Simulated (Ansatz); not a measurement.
# What Pb2SeO (built on the sites of a database entry of PbSe) distorts into, part 3 of 3

Aim: this structure of Pb2SeO (built on the sites of a database entry of PbSe) is to be tested for unstable modes, and one is followed downhill.

Ansatz 0.2.0; DFT PBEsol, scalar-relativistic, plane waves, PAW.

So far. Step 5 (Energy along the mode, all amplitudes (two of the runs …): The lowest of the steps tried is the last one, at 0.6 Å, 45.5 meV/atom below the parent; the bottom of the well need not coincide with a step. Step 7 (The new phase in its own primitive cell): The largest force component left is 0.92 meV/Å and the pressure is -0.001 GPa, within the tolerances set. The cell now holds 24.75 Å³/atom.

The structure was built from a prototype and need not be the compound's stable phase.

## Step 8: Modes of the new phase, k-mesh 6×6×4

A relaxed structure may still be a saddle point, so its zone-centre modes are computed. The response to a homogeneous field gives the Born charges and the dielectric tensor.

Contents of input.yaml:

```yaml
crystal:
  lattice:
    - [4.0278599129, 0.0, 0.0024927234]
    - [0.0, 3.9364210371, 0.0]
    - [-1.1601282659, 0.0, 6.2436650739]
  atoms:
    - { symbol: Pb, position: [0.3433499165, 0.0, 0.7901852163] }
    - { symbol: Pb, position: [0.6856173895, 0.5, 0.366548306] }
    - { symbol: Se, position: [0.0505602839, 0.0, 0.169302353] }
    - { symbol: O, position: [0.0649662608, 0.5, 0.6739641248] }
kpoints:
  mp_grid: { grid: [6, 6, 4] }
hamiltonian:
  xc: pbesol
scf:
  occupations: { method: fixed }
output:
  eigenvalues: true
phonons:
  method: dfpt
  dielectric: true
  rigid_motions: translations
```

Run with:

```console
ansatz run input.yaml --threads 8 --pin off --max-ram 14336MiB --backend cpu --events-out ev --progress --plain --runs-dir out
```

Numbers of over 12 decimals in the logs are rounded to 6 here.

The program printed:

```text
[...]
Crystal: 4 atoms, lattice volume = 99.007 Å³
Basis set: ecut = 420 eV, 1943 PW (Γ), exchange–correlation on 54×54×90 points (8 copies of the dense FFT grid, shifted against one another)
Bands: 30, of which v1, the nominal top of the filled ones, is band 25 counted from 1 (24 counted from 0)
Symmetry: 2 space group operations
k-points: 76 of 144 (irreducible under 1 space group operation, time reversal used)
[...]
SCF iter   1: F=—  HF=-29494.976892 eV  |F-HF|=—  |Δ(HF+E_count)|=         —  Δρ=1.03e-2  dr2=1.01e-1  ethr=1.77e-3  ⟨swp⟩=5.0  Hψ=8993  notcnv=0  defer=222
[...]
SCF iter  10: F=-29494.957873 eV  HF=-29494.957873 eV  |F-HF|=1.82e-11  |Δ(HF+E_count)|=  2.95e-10  Δρ=1.73e-7  dr2=4.09e-11  ethr=1.00e-12  ⟨swp⟩=13.7  Hψ=15416  notcnv=0
SCF 1 converged in 10 iterations: F = -29494.957873 eV  dr2 = 4.09e-11
[...]
NSCF: frozen V_eff on 2 k-points
[...]
Bands: 26, of which v1, the nominal top of the filled ones, is band 25 counted from 1 (24 counted from 0)
k-points: 288
[...]
Eigensolver: Dense (288 Hₖ)
SCF iter   1: F=—  HF=-29494.946074 eV  |F-HF|=—  |Δ(HF+E_count)|=         —  Δρ=2.38e-4  dr2=1.96e-5  ethr=1.00e-1
[...]
SCF iter   5: F=-29494.946078 eV  HF=-29494.946078 eV  |F-HF|=5.74e-9  |Δ(HF+E_count)|=   4.20e-8  Δρ=3.43e-6  dr2=1.28e-8  ethr=2.02e-10
SCF 1 converged in 5 iterations: F = -29494.946078 eV  dr2 = 1.28e-8
[...]
SCF converged after 10 iterations
Free energy (F): -29494.957873 eV
[...]
Internal energy: -29494.957873 eV  (E = F + TS)
E sigma→0 (E₀):  -29494.957873 eV
Fermi energy:    8.258290 eV
[...]
--- Band table (eV; the first three rows and the last of 76) ---
  k-point 0: bands = [... 21 lower, 6.2187, 6.6923, 7.0639, 7.2459, 10.3838, 11.1736, 13.2124, 13.2852, ... 1 higher]
  k-point 1: bands = [... 21 lower, 6.2015, 6.5636, 6.9612, 7.3778, 10.3393, 11.5248, 12.7282, 13.2263, ... 1 higher]
  k-point 2: bands = [... 21 lower, 6.2273, 6.4758, 6.8540, 7.5187, 10.5220, 11.0745, 13.1063, 13.2380, ... 1 higher]
  k-point 75: bands = [... 21 lower, 4.8623, 5.1959, 6.6221, 6.9887, 10.5081, 11.0115, 11.6225, 11.8634, ... 1 higher]
[...]
ASR residual: 1.313e-4 → 0.000e0 eV/Å²; symmetrization residual: 1.195e-5 eV/Å²
  ASR residual per site (eV/Å²): 1.31e-4 1.13e-4 7.19e-5 5.15e-5
[...]
ε∞ (high-frequency dielectric tensor):
       13.620005     0.000000    -0.331995
        0.000000    10.778735     0.000000
       -0.331995     0.000000    10.785734
  ε⁰ (static dielectric tensor: ions relaxed, cell fixed):
       32.912365     0.000000    -2.381417
        0.000000    19.689808     0.000000
       -2.381417     0.000000    28.933084
  ε⁰ − ε∞ (ionic part):
       19.292360     0.000000    -2.049422
        0.000000     8.911072     0.000000
       -2.049422     0.000000    18.147350
[...]
Born effective charges Z* (e; rows j = field, columns β = displacement):
    site 0:
         2.22747    0.00000   -0.41701
         0.00000    3.18443    0.00000
        -0.00732    0.00000    3.22051
    site 1:
         4.07037    0.00000    0.27935
         0.00000    2.63237    0.00000
         0.33896    0.00000    2.96119
    site 2:
        -4.09008    0.00000    0.98190
         0.00000   -2.65860    0.00000
         0.84445    0.00000   -2.82906
    site 3:
        -2.20776    0.00000   -0.84423
         0.00000   -3.15819    0.00000
        -1.17609    0.00000   -3.35265
  Z* charge neutrality: 2.920e-3 e pre-enforcement
  solved inside a basis spanned on kpoints, on 12×12×8 k-points transformed towards the longest dipole: ε∞ is read to err by 7.2e-2, Z* by 4.9e-2 e (field_mesh: kpoints solves on kpoints); Z* is corrected for what the basis lacks
  optical modes at Γ without the LO–TO term, one row a degenerate level:
      ω (cm⁻¹)  modes    IR ((D/Å)²/amu)
         41.93      1             0.0271
         47.75      1             0.7748
         83.52      1             3.5044
         89.51      1             2.3102
        119.54      1             1.8255
        137.93      1             8.6093
        159.20      1             0.2787
        246.95      1            16.4959
        400.38      1            23.0667
  optical modes at Γ + LO–TO along q̂ = [1.0000, 0.0000, 0.0000]:
      ω (cm⁻¹)  modes    IR ((D/Å)²/amu)
         41.93      1             0.0271
         47.89      1             0.7778
         87.93      1             1.9071
        102.17      1             0.9526
        119.54      1             1.8255
        159.16      1             0.4461
        172.18      1            11.1561
        246.95      1            16.4959
        413.83      1            23.3045
  optical modes at Γ + LO–TO along q̂ = [0.0000, 1.0000, 0.0000]:
      ω (cm⁻¹)  modes    IR ((D/Å)²/amu)
         42.28      1             0.0079
[...]
159.20      1             0.2787
        309.07      1            17.7466
        400.38      1            23.0667
  optical modes at Γ + LO–TO along q̂ = [0.0000, 0.0000, 1.0000]:
      ω (cm⁻¹)  modes    IR ((D/Å)²/amu)
         41.93      1             0.0271
         53.99      1             0.2044
         84.28      1             4.2284
         99.17      1             0.5112
        119.54      1             1.8255
        154.75      1             4.0790
        166.15      1             5.2933
        246.95      1            16.4959
        443.01      1            24.2279
```

Wall time 65 s (8 threads of Intel Xeon Platinum 8488C (Sapphire Rapids), shared host); peak memory 2.6 GiB.

Numbers from this step:

| Property | Result |
| --- | --- |
| sum-rule residual before enforcement | 1.31e-4 eV/Å² |
| miss of the charge sum rule | 0.002920 e |
| estimated error of the dielectric tensor | 0.07170 |
| estimated error of the Born charges | 0.04896 e |
| point group | m |
| highest optical mode at the zone centre (no LO-TO term) | 400.4 cm⁻¹ |
| lowest optical zone-centre mode | 41.93 cm⁻¹ |
| mean high-frequency dielectric constant | 11.73 |
| largest Born charge (third of the trace) | 3.221 e |
| mean static dielectric constant | 27.18 |
| top of the zone-centre spectrum with the field | 443.0 cm⁻¹ |

Without the LO-TO term. Patterns of degenerate modes are one choice out of their space. The modes at Γ (shares of kinetic energy by element, %):

| mode | frequency (cm⁻¹) | symmetry | Pb % | Se % | O % |
| --- | --- | --- | --- | --- | --- |
| 1 | 0.0 | acoustic | 81 | 16 | 3 |
| 2 | 0.0 | acoustic | 81 | 16 | 3 |
| 3 | 0.0 | acoustic | 81 | 16 | 3 |
| 4 | 41.9 | A'' | 80 | 16 | 4 |
| 5 | 47.8 | A' | 56 | 35 | 9 |
| 6 | 83.5 | A' | 51 | 48 | 1 |
| 7 | 89.5 | A' | 82 | 2 | 15 |
| 8 | 119.5 | A'' | 32 | 68 | 0 |
| 9 | 137.9 | A' | 34 | 45 | 21 |
| 10 | 159.2 | A' | 10 | 38 | 51 |
| 11 | 246.9 | A'' | 7 | 0 | 93 |
| 12 | 400.4 | A' | 3 | 1 | 96 |

Displacements in mode 4 (41.9 cm⁻¹), the largest set to 1:
```
Pb1  0.00  1.00  0.00
Pb2  0.00 -0.73  0.00
Se3  0.00 -0.90  0.00
O4   0.00  0.94  0.00
```

Displacements in mode 8 (119.5 cm⁻¹), the largest set to 1:
```
Pb1  0.00  0.05  0.00
Pb2  0.00 -0.42  0.00
Se3  0.00  1.00  0.00
O4   0.00 -0.18  0.00
```

Optical modes at the zone centre, without and with the macroscopic field of the longitudinal modes; each column is sorted by frequency, so a row need not hold one and the same mode. Modes with and without the field, by row:

| rank among optical modes | no field (cm⁻¹) | q along (1, 0, 0) (cm⁻¹) | q along (0, 1, 0) (cm⁻¹) | q along (0, 0, 1) (cm⁻¹) |
| --- | --- | --- | --- | --- |
| 1 | 41.9 | 41.9 | 42.3 | 41.9 |
| 2 | 47.8 | 47.9 | 47.8 | 54 |
| 3 | 83.5 | 87.9 | 83.5 | 84.3 |
| 4 | 89.5 | 102.2 | 89.5 | 99.2 |
| 5 | 119.5 | 119.5 | 128 | 119.5 |
| 6 | 137.9 | 159.2 | 137.9 | 154.8 |
| 7 | 159.2 | 172.2 | 159.2 | 166.2 |
| 8 | 246.9 | 246.9 | 309.1 | 246.9 |
| 9 | 400.4 | 413.8 | 400.4 | 443 |

Born charge (rows field, columns displacement) (e), principal values of the symmetric part by kind of site:

| atom | atoms with these values | low | middle | high | mean |
| --- | --- | --- | --- | --- | --- |
| Pb1 | 1 | 2.18 | 3.18 | 3.26 | 2.88 |
| Pb2 | 1 | 2.63 | 2.88 | 4.15 | 3.22 |
| Se3 | 1 | -4.57 | -2.66 | -2.35 | -3.19 |
| O4 | 1 | -3.94 | -3.16 | -1.62 | -2.91 |

In full for Pb1:

```
 2.23  0.00 -0.42
 0.00  3.18  0.00
-0.01  0.00  3.22
```

High-frequency dielectric tensor:

```
13.62  0.00 -0.33
 0.00 10.78  0.00
-0.33  0.00 10.79
```

Static dielectric tensor (ions relaxed, fixed cell):

```
32.91  0.00 -2.38
 0.00 19.69  0.00
-2.38  0.00 28.93
```

Transverse modes. Infrared lines, with heights relative to the strongest:

| position (cm⁻¹) | label | relative intensity |
| --- | --- | --- |
| 42 | A'' | 0.1 |
| 48 | A' | 3.4 |
| 84 | A' | 15 |
| 90 | A' | 10 |
| 120 | A'' | 7.9 |
| 138 | A' | 37 |
| 159 | A' | 1.2 |
| 247 | A'' | 72 |
| 400 | A' | 100 |

Before it was imposed, the acoustic sum rule was missed by 1.3e-4 eV/Å² and the charge sum rule by 0.0029 e. Small misses are needed for a sound result but don't prove that mesh and cutoff are converged. The lowest optical mode is real, 41.9 cm⁻¹.

The log warns of the k mesh: “the force constants stand on the 6×6×4 k-mesh, whose period is 9.16 times the interband length at k = (0.0000, -0.5000, -0.5000), direct gap 1.812 eV, under 14: take them and everything formed from them as unconverged”.

## Step 9: What came out

| Item | Value |
| --- | --- |
| unstable mode of the parent | q = (0, 0, 0), 180i cm⁻¹ |
| depth at the lowest point sampled | 45.5 meV/atom |
| largest atomic shift at that point | 0.6 Å |
| space group reached (within 0.01 Å) | Pm |
| energy gained over the parent (first relaxation, on the mesh of the frozen mode) | 92.1 meV/atom |
| volume per atom, phase reached | 24.8 Å³ |
| gap on the k-mesh, phase reached | 0.515 eV |
| lowest optical zone-centre mode, phase reached | 41.9 cm⁻¹ |
| highest optical mode at the zone centre (no LO-TO term), phase reached | 400 cm⁻¹ |

In words: Along this mode the structure falls into Pm, 92.1 meV/atom below the parent. At the parent's cell the well is 45.54 meV/atom deep on the steps tried, with its lowest point at a shift of 0.6 Å. That is the last step tried, so the steps alone don't bracket the bottom of the well. Relaxing atoms and cell changes the gain by +46.51 meV/atom against the lowest step (energies at zero smearing). The new phase has no imaginary mode at the zone centre of its cell; other wavevectors were not checked. Of the 2 patterns followed to their end from this parent, this one reaches the lowest energy. Each path keeps the symmetry of its pattern, so a lower phase may lie along a pattern not tried. With the field response the log warns that the k mesh is coarse for the force constants too, so the frequencies may not be converged. Spin-orbit coupling is left out, which can matter for the heavy elements here. The starting cell was built on a prototype and not taken from a measurement, so the phase need not exist.

[Logs are printed without paths, hosts, clocks, repeated set-up lines and the standing remarks that a program may print on its own settings, such as how far it seeks lower states.]

[Hosts, paths, dates, database ids (printed as entryN), source tags and the programs' standing remarks are cut or masked in the printed files.]
